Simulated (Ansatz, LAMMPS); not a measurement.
# Relaxing aqueous K+ and acetate, 3.5 mol of salt per kg of water, from a frame at 400 K (165 atoms), part 2 of 3

Wanted: the relaxed structure of aqueous K+ and acetate, 3.5 mol of salt per kg of water, from a frame at 400 K (165 atoms) and its electronic structure.

Ansatz 0.2.0; Kohn-Sham DFT, PBE+D4, PAW (set soft_2), plane waves.

The cell: 6 C, 53 O, 103 H and 3 K. The network of contacts between molecules at the start is that of the classical potential that made the cell. The density was typed from a rule of thumb and may lie off the real one at this temperature. The Brillouin zone is sampled at Γ only, in a cell whose shortest periodic width is 12 Å.

So far. Step 3 (Single point at the start): Neighbours are counted within 1.21 Å (H-O), 1.34 Å (H-C), 1.68 Å (O-C), 3.58 Å (O-K), 1.85 Å (C-C).

**4. Relaxation**

With the cell held, the atoms are moved downhill towards a nearby minimum.

Input file input.yaml:

```yaml
crystal:
  lattice:
    - [11.83876, 0.0, 0.0]
    - [0.0, 11.83876, 0.0]
    - [0.0, 0.0, 11.83876]
  atoms:
    [... the 165 atom lines of step 3 ...]
kpoints:
  mp_grid: { grid: [1, 1, 1] }
hamiltonian:
  xc: pbe
  dispersion: d4
scf:
  occupations: { method: fixed }
output:
  forces: true
relax:
  f_tol: 0.05
  max_steps: 200
```

Command:

```console
> ansatz run input.yaml --threads 4 --pin off --max-ram 8192MiB --backend cpu --events-out ev --progress --plain --runs-dir out
```

Numbers of over 12 decimals in the logs are rounded to 6 here.

Log:

```text
[...]
Crystal: 165 atoms, lattice volume = 1659.276 Å³
Basis set: ecut = 420 eV, 32423 PW (Γ), exchange–correlation on 160×160×160 points (8 copies of the dense FFT grid, shifted against one another)
Bands: 401, of which v1, the nominal top of the filled ones, is band 236 counted from 1 (235 counted from 0)
Symmetry: 1 space group operations
[...]
k-points: 1
[...]
SCF iter   1: F=—  HF=-37853.769548 eV  |F-HF|=—  |Δ(HF+E_count)|=         —  Δρ=3.19e-3  dr2=2.00e-1  ethr=1.77e-3  ⟨swp⟩=5.0  Hψ=1264  notcnv=0  defer=163
[...]
SCF iter   3: F=—  HF=-37853.657179 eV  |F-HF|=—  |Δ(HF+E_count)|=   2.24e-2  Δρ=7.07e-4  dr2=1.11e-2  ethr=9.46e-6  ⟨swp⟩=3.0  Hψ=478  notcnv=0  defer=69
automatic band count: iteration 3 solves 307 bands in place of 401: the levels show a gap, and the empty bands left out lie too high to hold charge; the band table lists the bands solved (type scf.n_extra_bands for more)
SCF iter   4: F=—  HF=-37853.654601 eV  |F-HF|=—  |Δ(HF+E_count)|=   2.58e-3  Δρ=2.19e-4  dr2=9.63e-4  ethr=2.36e-6  ⟨swp⟩=2.0  Hψ=477  notcnv=0  defer=69
[...]
SCF iter   6: F=-37853.654542 eV  HF=-37853.654559 eV  |F-HF|=1.68e-5  |Δ(HF+E_count)|=   2.26e-5  Δρ=4.70e-5  dr2=2.98e-5  ethr=1.32e-8  ⟨swp⟩=3.0  Hψ=1174  notcnv=0
[...]
SCF 1 converged in 6 iterations: F = -37853.654542 eV  dr2 = 2.98e-5
[...]
relax step   1: F+E_penalty+E_count = -37853.65454202 eV  Δ(F+E_penalty+E_count) = +0.000e0 eV  max|allowed force component| = 3.824e0 eV/Å  Δτ_max = 0.0000 Å  (6 SCF iters, dr2 threshold 6.25e-5 eV, accepted)
[... from here on, the SCF cycles and remarks between the steps are left out ...]
relax step   2: F+E_penalty+E_count = -37859.20244139 eV  Δ(F+E_penalty+E_count) = -5.548e0 eV  max|allowed force component| = 1.885e0 eV/Å  Δτ_max = 0.1948 Å  (8 SCF iters, dr2 threshold 1.00e-4 eV, accepted)
relax step   3: F+E_penalty+E_count = -37861.17680441 eV  Δ(F+E_penalty+E_count) = -1.974e0 eV  max|allowed force component| = 1.494e0 eV/Å  Δτ_max = 0.1949 Å  (7 SCF iters, dr2 threshold 1.00e-4 eV, accepted)
relax step   4: F+E_penalty+E_count = -37862.24095644 eV  Δ(F+E_penalty+E_count) = -1.064e0 eV  max|allowed force component| = 2.214e0 eV/Å  Δτ_max = 0.1949 Å  (7 SCF iters, dr2 threshold 1.00e-4 eV, accepted)
relax step   5: F+E_penalty+E_count = -37862.62198556 eV  Δ(F+E_penalty+E_count) = -3.810e-1 eV  max|allowed force component| = 2.290e0 eV/Å  Δτ_max = 0.1931 Å  (6 SCF iters, dr2 threshold 1.00e-4 eV, accepted)
relax step   6: F+E_penalty+E_count = -37863.12132345 eV  Δ(F+E_penalty+E_count) = -4.993e-1 eV  max|allowed force component| = 1.294e0 eV/Å  Δτ_max = 0.1632 Å  (6 SCF iters, dr2 threshold 1.00e-4 eV, accepted)
relax step   7: F+E_penalty+E_count = -37863.75308670 eV  Δ(F+E_penalty+E_count) = -6.318e-1 eV  max|allowed force component| = 6.210e-1 eV/Å  Δτ_max = 0.2000 Å  (6 SCF iters, dr2 threshold 1.00e-4 eV, accepted)
relax step   8: F+E_penalty+E_count = -37864.19658849 eV  Δ(F+E_penalty+E_count) = -4.435e-1 eV  max|allowed force component| = 6.821e-1 eV/Å  Δτ_max = 0.1926 Å  (7 SCF iters, dr2 threshold 8.88e-5 eV, accepted)
relax step   9: F+E_penalty+E_count = -37864.46968663 eV  Δ(F+E_penalty+E_count) = -2.731e-1 eV  max|allowed force component| = 4.418e-1 eV/Å  Δτ_max = 0.2000 Å  (6 SCF iters, dr2 threshold 1.00e-4 eV, accepted)
relax step  10: F+E_penalty+E_count = -37864.67977629 eV  Δ(F+E_penalty+E_count) = -2.101e-1 eV  max|allowed force component| = 3.527e-1 eV/Å  Δτ_max = 0.1914 Å  (7 SCF iters, dr2 threshold 8.19e-5 eV, accepted)
relax step  11: F+E_penalty+E_count = -37864.80561475 eV  Δ(F+E_penalty+E_count) = -1.258e-1 eV  max|allowed force component| = 4.146e-1 eV/Å  Δτ_max = 0.1916 Å  (7 SCF iters, dr2 threshold 5.22e-5 eV, accepted)
relax step  12: F+E_penalty+E_count = -37864.94072739 eV  Δ(F+E_penalty+E_count) = -1.351e-1 eV  max|allowed force component| = 4.218e-1 eV/Å  Δτ_max = 0.1954 Å  (7 SCF iters, dr2 threshold 1.00e-4 eV, accepted)
relax step  13: F+E_penalty+E_count = -37865.05205873 eV  Δ(F+E_penalty+E_count) = -1.113e-1 eV  max|allowed force component| = 4.483e-1 eV/Å  Δτ_max = 0.1942 Å  (7 SCF iters, dr2 threshold 1.00e-4 eV, accepted)
relax step  14: F+E_penalty+E_count = -37865.13082192 eV  Δ(F+E_penalty+E_count) = -7.876e-2 eV  max|allowed force component| = 2.787e-1 eV/Å  Δτ_max = 0.1350 Å  (7 SCF iters, dr2 threshold 1.00e-4 eV, accepted)
relax step  15: F+E_penalty+E_count = -37865.15802831 eV  Δ(F+E_penalty+E_count) = -2.721e-2 eV  max|allowed force component| = 9.098e-1 eV/Å  Δτ_max = 0.1707 Å  (7 SCF iters, dr2 threshold 3.00e-5 eV, accepted)
relax step  16: F+E_penalty+E_count = -37865.22018072 eV  Δ(F+E_penalty+E_count) = -6.215e-2 eV  max|allowed force component| = 7.011e-1 eV/Å  Δτ_max = 0.1964 Å  (6 SCF iters, dr2 threshold 1.00e-4 eV, accepted)
relax step  17: F+E_penalty+E_count = -37865.26308714 eV  Δ(F+E_penalty+E_count) = -4.291e-2 eV  max|allowed force component| = 5.319e-1 eV/Å  Δτ_max = 0.2000 Å  (6 SCF iters, dr2 threshold 1.00e-4 eV, accepted)
[...]
relax step  21: F+E_penalty+E_count = -37865.37922833 eV  Δ(F+E_penalty+E_count) = -2.614e-2 eV  max|allowed force component| = 1.266e0 eV/Å  Δτ_max = 0.1942 Å  (6 SCF iters, dr2 threshold 1.00e-4 eV, accepted)
relax step  22: F+E_penalty+E_count = -37865.45685369 eV  Δ(F+E_penalty+E_count) = -7.763e-2 eV  max|allowed force component| = 8.816e-1 eV/Å  Δτ_max = 0.2000 Å  (6 SCF iters, dr2 threshold 1.00e-4 eV, accepted)
relax step  23: F+E_penalty+E_count = -37865.52955666 eV  Δ(F+E_penalty+E_count) = -7.270e-2 eV  max|allowed force component| = 2.704e-1 eV/Å  Δτ_max = 0.1936 Å  (6 SCF iters, dr2 threshold 1.00e-4 eV, accepted)
relax step  24: F+E_penalty+E_count = -37865.58844931 eV  Δ(F+E_penalty+E_count) = -5.889e-2 eV  max|allowed force component| = 2.067e-1 eV/Å  Δτ_max = 0.2000 Å  (7 SCF iters, dr2 threshold 6.87e-6 eV, accepted)
[...]
relax step  34: F+E_penalty+E_count = -37865.86314221 eV  Δ(F+E_penalty+E_count) = -1.709e-2 eV  max|allowed force component| = 4.336e-1 eV/Å  Δτ_max = 0.1937 Å  (9 SCF iters, accepted)
[...]
relax step  50: F+E_penalty+E_count = -37866.48336372 eV  Δ(F+E_penalty+E_count) = +1.218e-2 eV  max|allowed force component| = 1.365e0 eV/Å  Δτ_max = 0.1936 Å  (6 SCF iters, dr2 threshold 6.51e-5 eV, rejected (line search))
relax step  51: F+E_penalty+E_count = -37866.54452719 eV  Δ(F+E_penalty+E_count) = -4.899e-2 eV  max|allowed force component| = 3.046e-1 eV/Å  Δτ_max = 0.0968 Å  (9 SCF iters, accepted)
[...]
relax step  53: F+E_penalty+E_count = -37866.61828991 eV  Δ(F+E_penalty+E_count) = -4.039e-2 eV  max|allowed force component| = 2.801e-1 eV/Å  Δτ_max = 0.1500 Å  (6 SCF iters, dr2 threshold 8.83e-5 eV, accepted)
relax step  54: F+E_penalty+E_count = -37866.64164912 eV  Δ(F+E_penalty+E_count) = -2.336e-2 eV  max|allowed force component| = 1.070e0 eV/Å  Δτ_max = 0.1920 Å  (6 SCF iters, dr2 threshold 2.61e-5 eV, accepted)
relax step  55: F+E_penalty+E_count = -37866.67393376 eV  Δ(F+E_penalty+E_count) = -3.228e-2 eV  max|allowed force component| = 8.954e-1 eV/Å  Δτ_max = 0.1950 Å  (5 SCF iters, dr2 threshold 1.00e-4 eV, accepted)
relax step  56: F+E_penalty+E_count = -37866.72400659 eV  Δ(F+E_penalty+E_count) = -5.007e-2 eV  max|allowed force component| = 3.585e-1 eV/Å  Δτ_max = 0.2000 Å  (6 SCF iters, dr2 threshold 1.00e-4 eV, accepted)
relax step  57: F+E_penalty+E_count = -37866.73611405 eV  Δ(F+E_penalty+E_count) = -1.211e-2 eV  max|allowed force component| = 8.538e-1 eV/Å  Δτ_max = 0.1945 Å  (7 SCF iters, dr2 threshold 2.06e-5 eV, accepted)
relax step  58: F+E_penalty+E_count = -37866.75626922 eV  Δ(F+E_penalty+E_count) = -2.016e-2 eV  max|allowed force component| = 2.315e-1 eV/Å  Δτ_max = 0.2000 Å  (6 SCF iters, dr2 threshold 1.00e-4 eV, accepted)
relax step  59: F+E_penalty+E_count = -37866.75935400 eV  Δ(F+E_penalty+E_count) = -3.085e-3 eV  max|allowed force component| = 1.023e0 eV/Å  Δτ_max = 0.1849 Å  (7 SCF iters, dr2 threshold 3.94e-6 eV, accepted)
relax step  60: F+E_penalty+E_count = -37866.70610318 eV  Δ(F+E_penalty+E_count) = +5.325e-2 eV  max|allowed force component| = 2.188e0 eV/Å  Δτ_max = 0.1949 Å  (5 SCF iters, dr2 threshold 7.70e-5 eV, rejected (line search))
relax step  61: F+E_penalty+E_count = -37866.80852762 eV  Δ(F+E_penalty+E_count) = -4.917e-2 eV  max|allowed force component| = 2.492e-1 eV/Å  Δτ_max = 0.0975 Å  (9 SCF iters, accepted)
relax step  62: F+E_penalty+E_count = -37866.81916845 eV  Δ(F+E_penalty+E_count) = -1.064e-2 eV  max|allowed force component| = 1.005e-1 eV/Å  Δτ_max = 0.1000 Å  (8 SCF iters, dr2 threshold 3.88e-6 eV, accepted)
relax step  63: F+E_penalty+E_count = -37866.80731233 eV  Δ(F+E_penalty+E_count) = +1.186e-2 eV  max|allowed force component| = 2.577e-1 eV/Å  Δτ_max = 0.1500 Å  (10 SCF iters, rejected (line search))
relax step  64: F+E_penalty+E_count = -37866.83151150 eV  Δ(F+E_penalty+E_count) = -1.234e-2 eV  max|allowed force component| = 6.666e-2 eV/Å  Δτ_max = 0.0750 Å  (9 SCF iters, accepted)
relax step  65: F+E_penalty+E_count = -37866.83852758 eV  Δ(F+E_penalty+E_count) = -7.016e-3 eV  max|allowed force component| = 5.213e-2 eV/Å  Δτ_max = 0.0553 Å  (9 SCF iters, accepted)
relax step  66: F+E_penalty+E_count = -37866.83038721 eV  Δ(F+E_penalty+E_count) = +8.140e-3 eV  max|allowed force component| = 4.916e-1 eV/Å  Δτ_max = 0.0870 Å  (9 SCF iters, rejected (line search))
relax step  67: F+E_penalty+E_count = -37866.84403843 eV  Δ(F+E_penalty+E_count) = -5.511e-3 eV  max|allowed force component| = 2.177e-2 eV/Å  Δτ_max = 0.0435 Å  (9 SCF iters, accepted)
SCF converged after 9 iterations
Free energy (F): -37866.844038 eV
[...]
Internal energy: -37866.844038 eV  (E = F + TS)
E sigma→0 (E₀):  -37866.844038 eV
Fermi energy:    -1.267862 eV
[...]
--- Forces (eV/Å), atoms counted from 1 ---
  atom   1  C     -0.00199104     0.00315024     0.00002600
  atom   2  C      0.00015637     0.00733880    -0.00202604
  atom   3  O     -0.00098958    -0.00183020    -0.00168431
  atom   4  O      0.00218888    -0.00416646    -0.00342405
  atom   5  H      0.00188479    -0.00011703    -0.00031507
  atom   6  H      0.00219239    -0.00085823    -0.00057780
  atom   7  H     -0.00052662     0.00014521    -0.00215703
  atom   8  C      0.00617837    -0.00487149     0.00460299
  atom   9  C     -0.00223461     0.00537545     0.00530831
  atom  10  O     -0.00336270     0.00139241    -0.00229423
  atom  11  O      0.01077108     0.00054371     0.00938071
  atom  12  H      0.00334455    -0.00556748     0.00063820
  atom  13  H     -0.00777281    -0.00598998     0.00244036
  atom  14  H      0.00064047     0.00204512    -0.01503811
[...]
atom 164  K      0.00360580     0.00122642     0.00490269
  atom 165  K     -0.00147119    -0.00609240     0.00675019
  max |Σ_I F_I| component: 1.76e-5 eV/Å
--- Relaxed structure (67 steps of the walk, 63 accepted, 0 SCFs on fresh bases) ---
  F+E_penalty+E_count = -37866.84403843 eV   max|allowed force component| = 2.177e-2 eV/Å
  atoms:
    - { symbol: C, position: [0.152063, 0.543372, 0.132269] }
    - { symbol: C, position: [0.067928, 0.544903, 0.228277] }
    - { symbol: O, position: [1.054290, 0.454477, 0.285293] }
    - { symbol: O, position: [0.013133, 0.635525, 0.248585] }
[...]
- { symbol: K, position: [0.195271, 0.192969, 0.714406] }
```

Elapsed: 16 min, on 4 threads of Arm Neoverse V1, shared host; peak memory 1.9 GiB; 63 min of CPU time.

Step by step (22 of 67):

```tsv
step	energy less that of the first step (eV)	largest force component (eV/Å)
1	0.0000	3.8244
4	-8.5864	2.2142
7	-10.0985	0.6210
10	-11.0252	0.3527
14	-11.4763	0.2787
17	-11.6085	0.5319
20	-11.6985	0.8979
23	-11.8750	0.2704
26	-12.0540	0.2236
29	-12.1291	0.3136
32	-12.1675	0.3655
36	-12.2318	0.3652
39	-12.3133	0.3446
42	-12.4384	0.1691
45	-12.5937	0.2036
48	-12.7780	0.4994
51	-12.8900	0.3046
54	-12.9871	1.0697
58	-13.1017	0.2315
61	-13.1540	0.2492
64	-13.1770	0.0667
67	-13.1895	0.0218
```

Relaxation steps 50, 60, 63, 66 were tried and not accepted.

The atoms that moved most (Å):

```tsv
atom	dx	dy	dz	length
H126	-1.288	0.053	-1.858	2.262
H153	0.112	1.953	-1.061	2.225
H93	1.135	0.178	-1.835	2.165
H71	1.898	0.997	0.223	2.156
H137	-1.754	1.209	-0.041	2.131
H53	-0.025	1.291	1.474	1.959
H101	-0.977	-0.805	1.478	1.946
H122	-0.518	0.176	1.830	1.910
```

The relaxation changed the energy by -79.9 meV/atom, and atoms moved by 1.1 Å r.m.s., 2.3 Å at most.

**5. Distances and neighbours after relaxation**

Bonds before and after, by the cutoffs listed below:

```tsv
pair	bonds before	bonds after	mean before (Å)	mean after (Å)	spread before (Å)	spread after (Å)
H-O	94	94	1.000	0.992	0.000	0.010
H-C	9	9	1.091	1.096	0.035	0.002
O-C	6	6	1.257	1.276	0.025	0.015
O-K	18	17	2.807	2.808	0.189	0.083
C-C	3	3	1.522	1.514	0.018	0.003
```

Density 1.14 g/cm³, 10.06 Å³ an atom.

g(r), total and by pair (bins of 0.2 Å):

```tsv
r (Å)	total	H-H	H-O	H-C	H-K	O-O	O-C
0.90	3.93	0.00	9.80	0.00	0.00	0.00	0.00
1.10	1.16	0.00	1.96	8.30	0.00	0.00	0.00
1.30	0.18	0.00	0.00	0.00	0.00	0.00	7.75
1.50	0.85	1.94	0.10	0.00	0.00	0.00	0.00
1.70	1.15	0.78	2.10	0.00	0.00	0.00	0.00
1.90	0.47	0.07	1.10	0.00	0.00	0.00	0.00
2.10	0.64	1.26	0.14	2.06	0.00	0.00	0.00
2.30	0.76	1.79	0.02	0.19	0.00	0.28	0.73
2.50	0.61	1.12	0.15	1.51	0.00	0.07	1.41
2.70	0.92	0.73	0.36	0.73	0.29	3.81	0.00
2.90	0.75	0.55	0.78	0.38	0.00	1.55	0.00
3.10	1.19	0.70	2.03	0.23	2.40	0.30	0.21
3.30	1.15	0.86	1.53	0.97	1.56	0.85	1.13
3.50	0.99	1.01	1.00	0.69	1.58	0.61	2.54
3.70	1.14	1.23	1.12	1.39	1.10	0.92	0.77
3.90	1.10	1.26	1.01	1.13	0.84	1.08	0.68
4.10	0.96	1.00	0.88	1.02	0.63	1.21	0.99
4.30	1.09	1.12	1.02	1.15	0.69	1.18	1.58
4.50	1.08	1.15	0.91	1.36	1.26	1.27	1.23
4.70	1.00	0.96	0.93	1.17	0.96	1.19	1.23
4.90	0.98	0.91	1.08	0.98	1.07	0.96	0.87
5.10	0.96	0.85	1.08	1.02	1.41	0.72	1.20
5.30	1.02	1.00	1.08	0.65	1.23	1.04	0.88
5.50	0.95	0.94	0.98	1.10	1.13	0.87	0.82
5.70	0.97	1.09	0.88	0.79	0.98	0.95	0.91
```

Bonds by pair of elements; cutoffs follow the first minimum of g(r), held within bounds set by covalent radii, and pairs that aren't listed don't count as bonded:

```tsv
pair A-B	cutoff (Å)	bonds	mean length (Å)	spread (Å)	shortest (Å)	B about A	A about B
H-O	1.21	94	0.992	0.01	0.97	0.913	1.77
H-C	1.34	9	1.10	0.002	1.09	0.087	1.5
O-C	1.68	6	1.28	0.015	1.25	0.113	1
O-K	3.15	17	2.81	0.083	2.64	0.321	5.67
C-C	1.85	3	1.51	0.003	1.51	1	1
```

How many atoms have how many bonded neighbours:

```tsv
element	mean	1	2	3	4	5	6
C	3.5	0	0	3	3	0	0
H	1	103	0	0	0	0	0
K	5.67	0	0	0	0	1	2
O	2.21	3	36	14	0	0	0
```

Bond angles (no mean is given where the spread exceeds 20°):

```tsv
angle	count	mean (°)	spread (°)
H-O-H	47	105	2.2
O-K-O	40	-	-
H-O-K	24	112	15.7
C-C-H	9	110	0.9
H-C-H	9	108	1.1
```

Hydrogen bonds between water molecules (O–O under 3.5 Å, H–O···O angle under 30°):

```tsv
hydrogen bonds to other water	molecules
0	0
1	1
2	5
3	17
4	22
5	2
```

First shells of the ions:

```tsv
ion	count	shell	mean number
K	3	water O within 3.6 A	5
```

Bond length by coordination (bonds to H left out):

```tsv
element	coordination	atoms	mean bond length (Å)
C	3	3	1.35
C	4	3	1.51
K	5	1	2.83
K	6	2	2.80
O	1	3	1.28
O	2	1	2.08
O	3	14	2.63
```

With the cutoffs above, 50 % of C atoms have 3 and as many 4, all H atoms have 1, 67 % of K atoms have 6 and 68 % of O atoms have 2 bonded neighbours. The H-O-H angle averages 105° with a spread of 2°. The 47 water molecules hold 3.4 hydrogen bonds each to other water on average, with a mean O–O distance of 2.79 Å. Ion shells in this frame: K 5.0 (water O within 3.6 Å).

(Part 2 of 3 ends here.)

[Logs are printed without paths, hosts, clocks, repeated set-up lines and the standing remarks that a program may print on its own settings, such as how far it seeks lower states.]

[Hosts, paths, dates, database ids (printed as entryN), source tags and the programs' standing remarks are cut or masked in the printed files.]
